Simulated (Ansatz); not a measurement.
**Pd chain started as a dimerised line: one chain at several levels of theory**

How many channels does the Pd chain started as a dimerised line carry, and how sure is the answer?

Main program and level: Ansatz 0.2.0; DFT PBE, plane waves, PAW; relaxation of a chain's period, in the first sound run; inputs show where later runs differ.

Report form: the programs' logs are mostly left out.

In doubt: warnings of the run leave room for a lower electronic state (step 2), so energies may not be the lowest and differences between runs may mislead.

## Step 1: The structure

The cell holds 2 atoms: 2 Pd. Its edges and angles: a = 7.500 Å, b = 7.500 Å, c = 5.282 Å, α = 90.0°, β = 90.0°, γ = 90.0°. Vacuum lies along a and b. The structure's axis is c.

## Step 2: The relaxed wire, level PBE, cutoff 420 eV

Band widths follow the bond lengths, so the chain is relaxed first. The atoms and the third cell vector are free; the box across stays fixed as vacuum. Moments are seeded so that a magnetic state can form if it lies lower. A Fermi-Dirac smearing is set since the result may be a metal. The pressure printed is a third of the stress's trace over the whole box, vacuum included; only the stress along the axis is relaxed.

input.yaml reads:

```yaml
crystal:
  lattice:
    - [7.5, 0.0, 0.0]
    - [0.0, 7.5, 0.0]
    - [0.0, 0.0, 5.282]
  atoms:
    - { symbol: Pd, position: [0.5, 0.5, 0.0], spin: 0.6 }
    - { symbol: Pd, position: [0.5, 0.5, 0.45], spin: 0.6 }
magnetization:
  spin_polarized: true
kpoints:
  mp_grid: { grid: [1, 1, 16] }
scf:
  occupations: { method: fermi_dirac, width: 0.05 }
hamiltonian:
  xc: pbe
relax:
  cell: { fix: [a, b, alpha, beta, gamma] }
  max_steps: 60
```

On the command line:

```
$ ansatz run input.yaml --threads 4 --pin off --max-ram 8192MiB --backend cpu --events-out ev --progress --plain --runs-dir out
```

Elapsed: 39 s, on 4 threads of Arm Neoverse N1, shared host; peak memory 0.58 GiB; 2.5 min of CPU time.

The steps of the relaxation:

| step | energy less that of the first step (eV) | largest force component (eV/Å) | pressure (GPa) | volume (Å³) |
| --- | --- | --- | --- | --- |
| 1 | 0.0000 | 1.6483 | -0.41 | 297.11 |
| 2 | -0.3549 | 0.2038 | -0.47 | 282.69 |
| 3 | -0.3392 | 1.3895 | 0.23 | 268.14 |
| 4 | -0.3855 | 0.0560 | -0.30 | 275.41 |
| 5 | -0.3860 | 0.1341 | 0.15 | 268.17 |
| 6 | -0.3936 | 0.0058 | -0.05 | 271.09 |
| 7 | -0.3937 | 0.0001 | -0.09 | 271.68 |
| 8* | -0.3909 | 0.0001 | -0.09 | 271.68 |

Relaxation steps marked * repeat the geometry before them on a plane-wave basis chosen anew for their cell, so energy and pressure can jump there. Relaxation step 3 was tried and not accepted.

The run keeps the 16 symmetry operations that it works with, so distortions that break them were not tested.

```
cell as run  before  after  change
      c (Å)   5.282  4.830  -8.6 %
```

The atoms that moved most (Å, along periodic axes as changes of fractional coordinates times the final cell, across vacuum about the mean position):

| atom | dx | dy | dz | length |
| --- | --- | --- | --- | --- |
| Pd1 | 0.000 | 0.000 | -0.121 | 0.121 |
| Pd2 | 0.000 | 0.000 | 0.121 | 0.121 |

Final coordinates:

```cif
data_structure
_symmetry_space_group_name_H-M 'P 1'
_symmetry_Int_Tables_number 1
_cell_length_a 7.5000
_cell_length_b 7.5000
_cell_length_c 4.8299
_cell_angle_alpha 90.000
_cell_angle_beta 90.000
_cell_angle_gamma 90.000
_cell_volume 271.68
loop_
_atom_site_label
_atom_site_type_symbol
_atom_site_fract_x
_atom_site_fract_y
_atom_site_fract_z
_atom_site_occupancy
Pd1 Pd 0.50000 0.50000 0.97500 1
Pd2 Pd 0.50000 0.50000 0.47500 1
```

This step gave:

```yaml
energy_at_zero_smearing: -13940.7315 eV
cell_length_along_the_wire: 4.830 Å
```

The cell's length comes to 4.830 Å with no moment. The two atoms stand evenly on a line, so the true period is half of it.

## Step 3: The perfect wire, level PBE, cutoff 420 eV

This step: DFT PBE, plane waves, PAW; channels and complex bands of a perfect chain (Ansatz 0.2.0).

At the relaxed period the Bloch states of the perfect chain are found at each energy: those that move forward count the open channels, and those that decay describe how a disturbance dies away inside the wire itself. An energy step of 0.035 eV is under the 0.039 eV that the program asks for its thermal average at 300 K.

input.yaml reads:

```yaml
crystal:
  lattice:
    - [7.5, 0.0, 0.0]
    - [0.0, 7.5, 0.0]
    - [0.0, 0.0, 4.8298715788]
  atoms:
    - { symbol: Pd, position: [0.5, 0.5, 0.975000555] }
    - { symbol: Pd, position: [0.5, 0.5, 0.474999445] }
kpoints:
  mp_grid: { grid: [1, 1, 17] }
  band_path: { path: ["Γ", Z], npoints: 60 }
scf:
  occupations: { method: fermi_dirac, width: 0.05 }
hamiltonian:
  xc: pbe
output:
  transmission:
    e_range: [-2, 2]
    de: 0.035
    kmesh: [1, 1]
    reduced_basis: true
    leads: [[0, 0]]
  dos: { projected: true, e_range: [-6, 4] }
  write_potential: true
  write_density: true
  volumetric_format: npy
  elf: true
```

Wall time 20 s (4 threads); peak memory 0.51 GiB; 70 s of CPU time.

This step gave:

```
energy at zero smearing                                  : -13940.7323 eV
channels at the energy nearest the Fermi level, one spin : 4
conductance of the lead as this run defines it           : 3.998 G₀
band gap                                                 : 0 eV
```

The open channels of the lead, one spin by energy, zero at the Fermi level:

energy (eV), open channels of the lead, one spin and a bar from the least value:
```
   -2.000       3.00 ###############
   -1.895       3.00 ###############
   -1.790       3.00 ###############
   -1.685       3.00 ###############
   -1.615       3.00 ###############
   -1.510       3.00 ###############
   -1.405       5.00 ##############################
   -1.300       5.00 ##############################
   -1.195       5.00 ##############################
   -1.090       5.00 ##############################
   -0.985       5.00 ##############################
   -0.915       5.00 ##############################
   -0.810       5.00 ##############################
   -0.705       5.00 ##############################
   -0.600       4.00 ######################
   -0.495       4.00 ######################
   -0.390       4.00 ######################
   -0.285       4.00 ######################
   -0.215       4.00 ######################
   -0.110       4.00 ######################
   -0.005       4.00 ######################
    0.100       4.00 ######################
    0.205       1.00 
    0.310       1.00 
    0.415       1.00 
    0.485       1.00 
    0.590       1.00 
    0.695       1.00 
    0.800       1.00 
    0.905       1.00 
    1.010       1.00 
    1.115       1.00 
    1.185       1.00 
    1.290       1.00 
    1.395       1.00 
    1.500       1.00 
    1.605       1.00 
    1.710       1.00 
    1.815       1.00 
    1.885       1.00
```

The slowest values at each energy, most degenerate partners merged, listed up to 1.5 1/Å. Table of Im kz of the slowest decaying states by energy, zero at the Fermi level:

```csv
energy (eV),decay 1 (Å⁻¹),decay 2 (Å⁻¹),decay 3 (Å⁻¹),decay 4 (Å⁻¹)
-2.000,0.675,0.696,0.701,1.39
-1.790,0.574,0.579,0.620,1.37
-1.615,0.432,0.439,0.570,1.35
-1.405,0.503,1.33,1.33,1.47
-1.195,0.425,1.31,1.31,1.45
-0.985,0.329,1.29,1.29,1.43
-0.810,0.219,1.27,1.28,1.41
-0.600,0.243,0.244,1.25,1.26
-0.390,0.464,0.464,1.22,1.24
-0.215,0.571,0.571,1.20,1.22
-0.005,0.665,0.666,1.18,1.20
0.205,0.0441,0.0505,0.738,0.739
0.415,0.158,0.201,0.798,0.798
0.590,0.204,0.269,0.840,0.840
0.800,0.242,0.332,0.883,0.883
1.010,0.269,0.384,0.921,0.921
1.185,0.286,0.421,0.949,0.949
1.395,0.301,0.460,0.979,0.980
1.605,0.310,0.494,0.976,1.01
1.815,0.315,0.525,0.946,1.01
```

The electronic bands at the labelled points (eV, zero at the Fermi level):

```csv
point,band 15,band 16,band 17,band 18,band 19,band 20,band 21,band 22
Γ,-0.67,-0.67,0.18,0.18,0.19,3.54,3.54,5.07
halfway,-0.78,-0.55,-0.55,-0.39,-0.36,2.88,4.27,4.27
Z,-1.05,-1.05,-1.05,-1.05,0.67,0.67,5.83,5.83
```

Valence density in the ca plane at fractional y = 0.500, with atoms of Pd within 0.2 Å of it. It is the smooth field of the valence electrons, not physical close to the nuclei.

Values in e/Å³, 21 rows by 14 columns, each cell a mean:
```
 0  0  0  0  0  0  0  0  0  0  0  0  0  0
 0  0  0  0  0  0  0  0  0  0  0  0  0  0
 0  0  0  0  0  0  0  0  0  0  0  0  0  0
 0  0  0  0  0  0  0  0  0  0  0  0  0  0
 0  0  0  0  0  0  0  0  0  0  0  0  0  0
 0  0  0  0  0  0  0  0  0  0  0  0  0  0
 0  0  0  0  0  0  0  0  0  0  0  0  0  0
 1  0  0  0  0  1  1  1  0  0  0  0  0  1
 5  2  1  0  1  2  5  5  2  1  0  1  2  5
11  5  1  1  1  7 11 11  6  1  1  2  6 12
12  6  2  1  2  8 13 12  7  1  1  2  7 13
 8  3  1  0  1  4  8  8  4  1  0  1  4  8
 2  1  0  0  0  1  2  2  1  0  0  0  1  2
 0  0  0  0  0  0  0  0  0  0  0  0  0  0
 0  0  0  0  0  0  0  0  0  0  0  0  0  0
 0  0  0  0  0  0  0  0  0  0  0  0  0  0
 0  0  0  0  0  0  0  0  0  0  0  0  0  0
 0  0  0  0  0  0  0  0  0  0  0  0  0  0
 0  0  0  0  0  0  0  0  0  0  0  0  0  0
 0  0  0  0  0  0  0  0  0  0  0  0  0  0
 0  0  0  0  0  0  0  0  0  0  0  0  0  0
```
Columns run along c (4.8 Å), rows up along a (7.5 Å). Atoms in or near the plane, at fractional coordinates: Pd at (0.98, 0.50), Pd at (0.48, 0.50).

ELF in the ca plane at fractional y = 0.500, with atoms of Pd within 0.2 Å of it. It is the smooth field of the valence electrons, not physical close to the nuclei.

Ten even steps from '_' (0.01) to '@' (0.52), each cell a mean:
```
____________________________
____________________________
____________________________
......__............__......
::..........::::..........::
::::::::::::::::::::::::::::
----------------------------
**==------++****==------++**
@@%%==--++%%@@@@%%==--++%%@@
%%@@**==**@@##%%@@**==**@@##
**@@**==##@@****@@**==##@@**
@@@@++--++@@@@@@@@++--**@@@@
%%**==--==**%%%%**==--==**%%
==----------====----------==
--::::::::::----::::::::::--
::::....::::::::::....::::::
............................
..________......________....
____________________________
____________________________
____________________________
```
Columns run along c (4.8 Å), rows up along a (7.5 Å). Atoms in or near the plane, at fractional coordinates: Pd at (0.98, 0.50), Pd at (0.48, 0.50).

Electrostatic potential energy in the ca plane at fractional y = 0.500, with atoms of Pd within 0.2 Å of it. With pseudopotentials it is smooth inside the atoms' cores, unlike the true potential.

Ten even steps from '_' (-61 eV) to '@' (3 eV), each cell a mean:
```
@@@@@@@@@@@@@@@@@@@@@@@@@@@@
@@@@@@@@@@@@@@@@@@@@@@@@@@@@
@@@@@@@@@@@@@@@@@@@@@@@@@@@@
@@@@@@@@@@@@@@@@@@@@@@@@@@@@
@@@@@@@@@@@@@@@@@@@@@@@@@@@@
@@@@@@@@@@@@@@@@@@@@@@@@@@@@
@@@@@@@@@@@@@@@@@@@@@@@@@@@@
##%%@@@@@@%%####%%@@@@@@%%##
--++%%%%%%++----++%%%%##++--
__::**%%**..____::**%%**::__
__..**%%++..____..**%%++..__
..==##%%##--....--##%%##--..
++##%%@@%%##++++##%%@@%%##++
%%@@@@@@@@@@%%%%@@@@@@@@@@%%
@@@@@@@@@@@@@@@@@@@@@@@@@@@@
@@@@@@@@@@@@@@@@@@@@@@@@@@@@
@@@@@@@@@@@@@@@@@@@@@@@@@@@@
@@@@@@@@@@@@@@@@@@@@@@@@@@@@
@@@@@@@@@@@@@@@@@@@@@@@@@@@@
@@@@@@@@@@@@@@@@@@@@@@@@@@@@
@@@@@@@@@@@@@@@@@@@@@@@@@@@@
```
Columns run along c (4.8 Å; values clipped at the 3rd and 97th percentile), rows up along a (7.5 Å). Atoms in or near the plane, at fractional coordinates: Pd at (0.98, 0.50), Pd at (0.48, 0.50).

By hand: the program gives 5.5067 × 10^14 S/m² over the cell's cross-section of 56.25 Å² = 5.625 × 10^-19 m², so one cell conducts 3.098 × 10^-4 S. Divided by G0 = 2e²/h = 7.748 × 10^-5 S this is 4.00 G0, a resistance of 3.23 kΩ.

At the computed energy nearest the Fermi level there are 4 channels a spin, and the thermal average gives 4.00 G₀.

## Step 4: Relaxing the period

This step: DFT RPBE, plane waves, PAW; relaxation of a chain's period (Ansatz 0.2.0).

The relaxation is repeated under another functional. RPBE strengthens the exchange enhancement and tends to longer, weaker bonds than PBE.

input.yaml reads:

```yaml
crystal:
  lattice:
    - [7.5, 0.0, 0.0]
    - [0.0, 7.5, 0.0]
    - [0.0, 0.0, 5.282]
  atoms:
    - { symbol: Pd, position: [0.5, 0.5, 0.0], spin: 0.6 }
    - { symbol: Pd, position: [0.5, 0.5, 0.45], spin: 0.6 }
magnetization:
  spin_polarized: true
kpoints:
  mp_grid: { grid: [1, 1, 16] }
scf:
  occupations: { method: fermi_dirac, width: 0.05 }
hamiltonian:
  xc: rpbe
relax:
  cell: { fix: [a, b, alpha, beta, gamma] }
  max_steps: 60
```

Wall time 23 s (4 threads); peak memory 0.58 GiB; 86 s of CPU time.

The steps of the relaxation:

```csv
step,energy less that of the first step (eV),largest force component (eV/Å),pressure (GPa),volume (Å³)
1,0.0000,1.7879,-0.19,297.11
2,-0.3093,0.0629,-0.23,282.91
3,-0.3082,0.3286,0.02,277.68
4,-0.3139,0.0136,-0.12,280.29
5,-0.3141,0.0004,-0.09,279.76
6*,-0.3120,0.0004,-0.09,279.76
```

Relaxation steps marked * repeat the geometry before them on a plane-wave basis chosen anew for their cell, so energy and pressure can jump there. Relaxation step 3 was tried and not accepted.

Forces are held to the 16 operations that the run works with; a distortion that breaks them can't arise in this run.

| cell as run | before | after | change |
| --- | --- | --- | --- |
| c (Å) | 5.282 | 4.973 | -5.8 % |

The atoms that moved most (Å, along periodic axes as changes of fractional coordinates times the final cell, across vacuum about the mean position):

```csv
atom,dx,dy,dz,length
Pd1,0.000,0.000,-0.124,0.124
Pd2,0.000,0.000,0.124,0.124
```

The relaxed structure:

```xyz
2
Lattice="7.5000 0.0000 0.0000 0.0000 7.5000 0.0000 0.0000 0.0000 4.9735" Properties=species:S:1:pos:R:3
Pd    3.7500    3.7500   -0.1243
Pd    3.7500    3.7500    2.3624
```

The cell's length comes to 4.973 Å, +3.0 % against the first run, with an absolute moment of 1.37 μB a cell. The two atoms stand evenly on a line, so the true period is half of it.

## Step 5: The wire at its relaxed period, level RPBE, cutoff 420 eV

This step: DFT RPBE, plane waves, PAW; channels and complex bands of a perfect chain (Ansatz 0.2.0).

The channels are counted again under RPBE, at the period that it gave.

input.yaml reads:

```yaml
crystal:
  lattice:
    - [7.5, 0.0, 0.0]
    - [0.0, 7.5, 0.0]
    - [0.0, 0.0, 4.9734850873]
  atoms:
    - { symbol: Pd, position: [0.5, 0.5, 0.975003668], spin: 0.58 }
    - { symbol: Pd, position: [0.5, 0.5, 0.474996332], spin: 0.58 }
magnetization:
  spin_polarized: true
kpoints:
  mp_grid: { grid: [1, 1, 17] }
  band_path: { path: ["Γ", Z], npoints: 60 }
scf:
  occupations: { method: fermi_dirac, width: 0.05 }
hamiltonian:
  xc: rpbe
output:
  transmission:
    e_range: [-2, 2]
    de: 0.035
    kmesh: [1, 1]
    reduced_basis: true
    leads: [[0, 0]]
  dos: { projected: true, e_range: [-6, 4] }
```

Wall time 61 s (4 threads); peak memory 0.68 GiB.

At the computed energy nearest the Fermi level there are 1 spin-up and 4 spin-down channels, and the thermal average gives 2.53 G₀.

## Step 6: The relaxed wire, cutoff 500 eV

This step: DFT r2SCAN, plane waves, PAW; relaxation of a chain's period (Ansatz 0.2.0).

The relaxation is repeated under another functional. r2SCAN also reads the kinetic-energy density; it often gives larger moments and wider gaps than PBE, at a higher cost. Against the first PBE run of this kind, the cutoff is 500 eV against 420.

input.yaml, the sections that differ from step 5:

```yaml
crystal:
  lattice:
    - [7.5, 0.0, 0.0]
    - [0.0, 7.5, 0.0]
    - [0.0, 0.0, 5.282]
  atoms:
    - { symbol: Pd, position: [0.5, 0.5, 0.0], spin: 0.6 }
    - { symbol: Pd, position: [0.5, 0.5, 0.45], spin: 0.6 }
kpoints:
  mp_grid: { grid: [1, 1, 16] }
hamiltonian:
  xc: r2scan
relax:
  cell: { fix: [a, b, alpha, beta, gamma] }
  max_steps: 60
# magnetization, scf: as in step 5
# output: removed
```

The job ended after 75 s (4 threads; peak memory 1.2 GiB; 4.9 min of CPU time).

Step by step:

```csv
step,energy less that of the first step (eV),largest force component (eV/Å),pressure (GPa),volume (Å³)
1,0.0000,1.5646,-0.58,297.11
2,-0.3903,0.2879,-0.66,282.73
3,-0.4309,0.9942,0.20,268.61
4,-0.4640,0.0424,-0.11,272.12
5,-0.4643,0.0006,-0.08,271.73
6*,-0.4600,0.0005,-0.10,271.73
```

Relaxation steps marked * repeat the geometry before them on a plane-wave basis chosen anew for their cell, so energy and pressure can jump there.

The run keeps the 16 symmetry operations that it works with, so distortions that break them were not tested.

```csv
cell as run,before,after,change
c (Å),5.282,4.831,-8.5 %
```

The atoms that moved most (Å, along periodic axes as changes of fractional coordinates times the final cell, across vacuum about the mean position):

| atom | dx | dy | dz | length |
| --- | --- | --- | --- | --- |
| Pd1 | 0.000 | 0.000 | -0.121 | 0.121 |
| Pd2 | 0.000 | 0.000 | 0.121 | 0.121 |

Final coordinates:

```xyz
2
Lattice="7.5000 0.0000 0.0000 0.0000 7.5000 0.0000 0.0000 0.0000 4.8307" Properties=species:S:1:pos:R:3
Pd    3.7500    3.7500   -0.1208
Pd    3.7500    3.7500    2.2946
```

The cell's length comes to 4.831 Å, +0.0 % against the first run, with an absolute moment of 1.51 μB a cell. The two atoms stand evenly on a line, so the true period is half of it.

## Step 7: The wire at its relaxed period, level r2SCAN, cutoff 500 eV

This step: DFT r2SCAN, plane waves, PAW; channels and complex bands of a perfect chain (Ansatz 0.2.0).

The channels are counted again under r2SCAN, at the period that it gave. Its window is narrower, to save time.

input.yaml reads:

```yaml
crystal:
  lattice:
    - [7.5, 0.0, 0.0]
    - [0.0, 7.5, 0.0]
    - [0.0, 0.0, 4.8307470456]
  atoms:
    - { symbol: Pd, position: [0.5, 0.5, 0.975003681], spin: 0.64 }
    - { symbol: Pd, position: [0.5, 0.5, 0.474996319], spin: 0.64 }
magnetization:
  spin_polarized: true
kpoints:
  mp_grid: { grid: [1, 1, 17] }
  band_path: { path: ["Γ", Z], npoints: 60 }
scf:
  occupations: { method: fermi_dirac, width: 0.05 }
hamiltonian:
  xc: r2scan
output:
  transmission:
    e_range: [-0.7, 0.7]
    de: 0.035
    kmesh: [1, 1]
    reduced_basis: true
    leads: [[0, 0]]
  dos: { projected: true, e_range: [-6, 4] }
```

It took 57 s on 4 threads; peak memory 1.1 GiB.

Open channels of the lead against energy, zero at the Fermi level:

```
energy (eV)  spin up  spin down
     -0.700        4          5
     -0.630        4          5
     -0.560        4          5
     -0.490        4          3
     -0.420        4          4
     -0.350        4          4
     -0.315        4          4
     -0.245        2          4
     -0.175        1          4
     -0.105        1          4
     -0.035        1          4
      0.000        1          4
      0.035        1          4
      0.105        1          4
      0.175        1          4
      0.245        1          4
      0.315        1          4
      0.350        1          4
      0.420        1          4
      0.490        1          4
      0.560        1          4
      0.630        1          1
      0.700        1          1
```

At the computed energy nearest the Fermi level there are 1 spin-up and 4 spin-down channels, and the thermal average gives 2.50 G₀.

## Step 8: The relaxed wire

This step: DFT PBEsol, plane waves, PAW; relaxation of a chain's period (Ansatz 0.2.0).

The relaxation is repeated under another functional. PBEsol weakens PBE's gradient terms and usually lands between LDA and PBE.

input.yaml, the sections that differ from step 7:

```yaml
crystal:
  lattice:
    - [7.5, 0.0, 0.0]
    - [0.0, 7.5, 0.0]
    - [0.0, 0.0, 5.282]
  atoms:
    - { symbol: Pd, position: [0.5, 0.5, 0.0], spin: 0.6 }
    - { symbol: Pd, position: [0.5, 0.5, 0.45], spin: 0.6 }
kpoints:
  mp_grid: { grid: [1, 1, 16] }
hamiltonian:
  xc: pbesol
relax:
  cell: { fix: [a, b, alpha, beta, gamma] }
  max_steps: 60
# magnetization, scf: as in step 7
# output: removed
```

Run time: 25 s. Hardware: 4 threads; peak memory 0.58 GiB.

Step by step:

| step | energy less that of the first step (eV) | largest force component (eV/Å) | pressure (GPa) | volume (Å³) |
| --- | --- | --- | --- | --- |
| 1 | 0.0000 | 1.4065 | -0.69 | 297.11 |
| 2 | -0.3971 | 0.4022 | -0.79 | 282.74 |
| 3 | -0.5336 | 0.2031 | -0.41 | 270.49 |
| 4 | -0.5505 | 0.0013 | -0.02 | 264.80 |
| 5 | -0.5509 | 0.0004 | -0.08 | 265.55 |
| 6* | -0.5484 | 0.0004 | -0.08 | 265.55 |

Relaxation steps marked * repeat the geometry before them on a plane-wave basis chosen anew for their cell, so energy and pressure can jump there.

The run keeps the 16 symmetry operations that it works with, so distortions that break them were not tested.

```
cell as run  before  after   change
      c (Å)   5.282  4.721  -10.6 %
```

The atoms that moved most (Å, along periodic axes as changes of fractional coordinates times the final cell, across vacuum about the mean position):

| atom | dx | dy | dz | length |
| --- | --- | --- | --- | --- |
| Pd1 | 0.000 | 0.000 | -0.118 | 0.118 |
| Pd2 | 0.000 | 0.000 | 0.118 | 0.118 |

Final coordinates:

```xyz
2
Lattice="7.5000 0.0000 0.0000 0.0000 7.5000 0.0000 0.0000 0.0000 4.7209" Properties=species:S:1:pos:R:3
Pd    3.7500    3.7500   -0.1180
Pd    3.7500    3.7500    2.2424
```

The cell's length comes to 4.721 Å, -2.3 % against the first run, with no moment. The two atoms stand evenly on a line, so the true period is half of it.

(Part 1 of 2 ends here.)

[Logs are printed without paths, hosts, clocks, repeated set-up lines and the standing remarks that a program may print on its own settings, such as how far it seeks lower states.]

[Hosts, paths, dates, database ids (printed as entryN), source tags and the programs' standing remarks are cut or masked in the printed files.]
